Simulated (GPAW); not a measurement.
**How TiO2 (Anatase) absorbs and reflects light**

Aim: the dielectric function of TiO2 (Anatase), and the optical constants that follow from it.

Calculated with GPAW 26.7.0; DFT, PBE, plane-wave PAW (GPAW data sets), scalar-relativistic, RPA, optical limit.

Most raw output is cut from this account.

### 1. Starting point

It takes space group I4_1/amd (No. 141, tetragonal). Conventional cell: a = 3.784 Å, b = 3.784 Å, c = 9.515 Å, α = 90.00°, β = 90.00°, γ = 90.00°. Nearest to Ti lie 6 O at 1.93 to 1.98 Å. O has 3 Ti at 1.93 to 1.98 Å nearest. Farther neighbours and most contacts between anions are not listed.

### 2. Ground state

The self-consistent density comes first; it also tells whether there is a gap, which decides the occupations and the need for a Drude term.

This step: DFT, PBE, plane-wave PAW (GPAW data sets), scalar-relativistic, ground state (GPAW 26.7.0).

gs.py

```python
from ase import Atoms
from ase.dft.bandgap import bandgap
from gpaw import GPAW, PW, FermiDirac

atoms = Atoms(['Ti', 'Ti', 'O', 'O', 'O', 'O'],
              cell=[[-1.892100000000, 1.892100000000, 4.757300000000],
                    [1.892100000000, -1.892100000000, 4.757300000000],
                    [1.892100000000, 1.892100000000, -4.757300000000]],
              scaled_positions=[[0.750000000000, 0.250000000000, 0.500000000000],
                                [0.000000000000, 0.000000000000, 0.000000000000],
                                [0.791900000000, 0.791900000000, 0.000000000000],
                                [0.541900000000, 0.041900000000, 0.500000000000],
                                [0.958100000000, 0.458100000000, 0.500000000000],
                                [0.208100000000, 0.208100000000, 0.000000000000]],
              pbc=[True, True, True])
atoms.calc = GPAW(mode=PW(400), xc='PBE', kpts={'size': (8, 8, 8), 'gamma': True},
                  occupations=FermiDirac(0.05), maxiter=150, txt='gs.txt')
print('energy (eV)', atoms.get_potential_energy())
print('Fermi level (eV)', atoms.calc.get_fermi_level())
print('valence electrons', atoms.calc.get_number_of_electrons())
print('gap (eV)', bandgap(atoms.calc, output=None)[0])
print('direct gap (eV)', bandgap(atoms.calc, direct=True, output=None)[0])
atoms.calc.write('gs.gpw')
```

Run with:

```sh
> OMP_NUM_THREADS=1 python gs.py
```

The job ended after 85 s (1 thread of Arm Neoverse V2, shared host; peak memory 0.22 GiB).

Read-outs, printed or worked out from the files:

```
energy                 : -44.80 eV
Fermi energy           : 5.151 eV
gap on the k-mesh      : 2.196 eV
direct gap on the mesh : 2.490 eV
electrons              : 48
```

There is a gap, 2.20 eV on this mesh (points off the mesh can give less), so no carriers' term is needed.

### 3. Bands for the response

The response needs many more empty bands than the density does.

This step: DFT, PBE, plane-wave PAW (GPAW data sets), scalar-relativistic, bands at fixed density (GPAW 26.7.0).

nscf.py

```python
from ase.dft.bandgap import bandgap
from gpaw import GPAW, FermiDirac

calc = GPAW('gs.gpw').fixed_density(kpts={'size': (10, 10, 10), 'gamma': True}, nbands=54, convergence={'bands': 48},
                                    occupations=FermiDirac(0.001), txt='nscf.txt')
print('gap (eV)', bandgap(calc, output=None)[0])
print('direct gap (eV)', bandgap(calc, direct=True, output=None)[0])
print('top band over the Fermi level (eV)', min(calc.get_eigenvalues(kpt=k)[47] for k in range(len(calc.get_ibz_k_points()))) - calc.get_fermi_level())
calc.write('full.gpw', mode='all')
```

Run with:

```sh
> OMP_NUM_THREADS=1 python nscf.py
```

Elapsed: 3.2 min, on 1 thread; peak memory 0.33 GiB.

This step gave:

- gap on the k-mesh: 2.169 eV
- direct gap on the mesh: 2.474 eV

### 4. Dielectric function, RPA

Local fields let the induced charge screen the field inside the cell, which as a rule lowers ε, most along directions where the density is uneven.

This step: DFT, PBE, plane-wave PAW (GPAW data sets), scalar-relativistic, RPA, optical limit (GPAW 26.7.0).

df.py

```python
from gpaw.response.df import DielectricFunction

df = DielectricFunction('full.gpw', frequencies={'type': 'nonlinear', 'domega0': 0.03, 'omega2': 8},
                        ecut=50,
                        eta=0.15,
                        nbands=48,
                        txt='df.txt')
for direction in ['x', 'z']:
    df.get_dielectric_function(xc='RPA', direction=direction, filename=f'df_{direction}.csv')
```

Run with:

```sh
> OMP_NUM_THREADS=1 python df.py
```

Wall time 46 s (1 thread); peak memory 0.3 GiB.

Numbers from this step:

| Item | Value |
| --- | --- |
| electronic dielectric constant ε∞, mean over x, y and z (by symmetry where fewer were run) | 5.929 |

Some rows of df_x.csv (energy; Re and Im without local fields; Re and Im with them):

```text
0.000000, 6.208356, -0.000000, 6.093170, 0.000000
0.555532, 6.279669, 0.039619, 6.161885, 0.038153
1.143969, 6.534142, 0.095196, 6.406595, 0.091380
1.768324, 7.125598, 0.211192, 6.972458, 0.201251
2.431988, 8.658064, 1.011626, 8.423416, 0.949606
3.138794, 9.189952, 3.095131, 8.948329, 2.840882
3.893091, 7.077402, 7.851405, 7.446554, 7.434563
4.699832, 4.214279, 6.848634, 4.434287, 6.911973
5.564682, 0.577605, 4.890753, 0.535818, 5.328869
6.494155, 2.305577, 5.026034, 2.103251, 5.159975
7.495775, -0.683046, 5.837254, -0.856269, 5.874458
8.578281, -0.228165, 2.651298, -0.505468, 2.706143
9.751884, -0.503553, 1.688580, -0.686351, 1.611174
11.028587, 0.154960, 1.200769, 0.006856, 1.086075
12.422601, 0.419529, 1.126131, 0.331169, 0.983820
13.950874, 0.728467, 1.017339, 0.730597, 0.872920
15.633783, 0.797806, 1.221190, 0.809466, 1.142544
17.496047, 0.706552, 1.116533, 0.675857, 1.029299
19.567954, 0.856592, 1.250130, 0.856275, 1.004704
```

The Im ε has structure finer than the step of the table below, so its rows give means over 1 eV, whole bins alone (the curve runs from 0 to 20.2 eV). Peaks (eV: height): E ∥ x 4.2: 8.07, 5.0: 8.24, 7.4: 6.18; E ∥ z 3.6: 6.87, 4.2: 7.27, 5.9: 4.19, 8.1: 8.02.

Sum at mesh points, not converged in k; values under the direct gap are tails of Lorentzian lines. Im ε against photon energy; means over each step:

```csv
photon energy (eV),E ∥ x,E ∥ z
1,0.0798,0.0592
2,0.395,0.197
3,2.85,2.40
4,7.17,6.34
5,7.18,3.66
6,4.60,3.41
7,5.59,4.57
8,3.85,7.47
9,2.60,5.65
10,1.57,2.15
11,1.13,0.873
12,1.05,0.670
13,0.885,0.699
14,0.872,0.890
15,0.979,1.12
16,1.08,0.926
17,1.04,0.927
18,0.905,0.880
19,0.926,0.926
```

Sum at mesh points, not converged in k. The reflectivity at normal incidence by photon energy; read off at these points:

```csv
photon energy (eV),E ∥ x (%),E ∥ z (%)
0.00,17.9,16.5
0.50,18.1,16.6
1.00,18.6,17.0
1.50,19.5,17.8
2.00,21.2,19.0
2.50,24.3,21.2
3.00,25.5,25.9
3.38,28.7,31.0
3.50,29.7,30.7
4.00,31.7,27.3
4.20,32.2,29.9
4.50,29.1,26.1
5.00,33.7,17.9
5.08,34.0,17.1
5.50,31.1,16.6
6.00,22.3,19.6
6.50,25.3,17.6
7.00,28.7,22.2
7.50,37.1,28.8
7.61,37.9,30.1
8.00,34.7,33.6
8.50,30.1,39.6
9.00,31.9,38.8
9.50,31.8,52.8
9.62,33.0,54.2
10.00,25.4,54.4
10.17,25.3,55.5
10.50,22.8,53.4
11.00,17.4,48.0
11.50,13.4,32.4
12.00,10.4,19.9
12.50,9.70,9.94
13.00,6.90,4.68
13.50,5.69,5.66
14.00,4.94,5.15
14.50,4.31,5.01
15.00,4.98,8.51
15.50,6.02,7.10
16.00,5.43,6.08
16.50,6.89,5.53
17.00,5.96,5.14
17.50,6.64,5.40
18.00,5.46,4.79
18.50,4.31,4.65
19.00,4.40,4.00
19.50,5.30,5.30
20.00,5.48,6.71
```

The Im ε, E ∥ x has structure finer than the step of the table below, so its rows give means over 1 eV, whole bins alone (the curve runs from 0 to 20.2 eV). Peaks (eV: height): without local fields 4.2: 8.16, 5.0: 8.08, 7.4: 6.17; with local fields 4.2: 8.07, 5.0: 8.24, 7.4: 6.18.

Sum at mesh points, not converged in k; values under the direct gap are tails of Lorentzian lines. Table of Im ε, E ∥ x by photon energy; means over each step:

```csv
photon energy (eV),without local fields,with local fields
1,0.0832,0.0798
2,0.418,0.395
3,3.11,2.85
4,7.43,7.17
5,6.96,7.18
6,4.35,4.60
7,5.54,5.59
8,3.80,3.85
9,2.63,2.60
10,1.65,1.57
11,1.26,1.13
12,1.20,1.05
13,1.05,0.885
14,1.02,0.872
15,1.07,0.979
16,1.17,1.08
17,1.14,1.04
18,1.01,0.905
19,1.11,0.926
```

The loss function −Im 1/ε at q → 0 has structure finer than the step of the table below, so its rows give means over 1 eV, whole bins alone (the curve runs from 0 to 20.2 eV). Peaks (eV: height): E ∥ x 11.6: 0.959, 12.5: 0.918, 17.7: 0.700; E ∥ z 12.3: 1.56, 15.9: 0.807.

Sum at mesh points, not converged in k; values under the direct gap are tails of Lorentzian lines. Loss function −Im 1/ε at q → 0 against energy loss; means over each step:

```csv
energy loss (eV),E ∥ x,E ∥ z
1,0.00194,0.00174
2,0.00655,0.00446
3,0.0312,0.0223
4,0.0750,0.0970
5,0.121,0.171
6,0.192,0.140
7,0.170,0.104
8,0.249,0.122
9,0.356,0.156
10,0.587,0.213
11,0.873,0.606
12,0.864,1.41
13,0.836,0.947
14,0.666,0.676
15,0.552,0.646
16,0.584,0.724
17,0.641,0.657
18,0.677,0.646
19,0.568,0.565
```

Optical constants at common wavelengths, from n + ik = √ε:

```csv
wavelength (nm),n x,k x,R (%) x,1/α x,n z,k z,R (%) z,1/α z
1550,2.50,0.012,18.3,11 µm,2.39,0.009,16.8,14 µm
1064,2.53,0.019,18.8,4.6 µm,2.42,0.014,17.2,5.9 µm
633,2.69,0.050,21.1,1.0 µm,2.54,0.034,18.9,1.5 µm
405,2.97,0.458,25.7,70 nm,3.13,0.270,26.9,119 nm
365,3.15,0.704,28.9,41 nm,3.19,0.970,31.0,30 nm
308,2.89,1.341,31.7,18 nm,2.67,1.132,27.6,22 nm
248,2.40,1.711,33.7,12 nm,1.87,0.935,17.9,21 nm
```

Below the direct gap, k and the depth come from the tails of the Lorentzian lines, not from transitions.

Rows near the edge hang on the gap, which this functional as a rule makes too small, and phonon-assisted absorption is left out.

### 5. Outcome

* electronic dielectric constant ε∞, mean over x, y and z (by symmetry where fewer were run) (RPA): 5.93

In words: At this level (PBE, RPA) TiO2 has a mean ε∞ = 5.93 and n = 2.50 at 1550 nm (E ∥ x). On the mesh the gap is 2.17 eV and the least direct gap 2.47 eV, so on this mesh the band edges lie at different points. Local fields change the static value along x from 6.21 to 6.09 (-2 %). The static values by axis are 6.09 (x), 5.60 (z). Excitons and phonon-assisted transitions are missing; PBE gaps are as a rule too small, which pulls the onset down and ε∞ up. The curves end at 20 eV, about where the summed bands run out. In this version of GPAW the matrix elements of the optical limit are incomplete, which can lower ε − 1 by up to a tenth where first-row anions or d states rule, and shift it by more in d metals. The sum runs over mesh points 0.23 Å⁻¹ apart with no interpolation, so peaks are partly noise of the mesh and static values carry its error.

[Machine, clock and banner lines and Python warnings are left out of the logs.]

[Logs are printed without paths, hosts, clocks, repeated set-up lines and the standing remarks that a program may print on its own settings, such as how far it seeks lower states.]

[Hosts, paths, dates, database ids (printed as entryN), source tags and the programs' standing remarks are cut or masked in the printed files.]
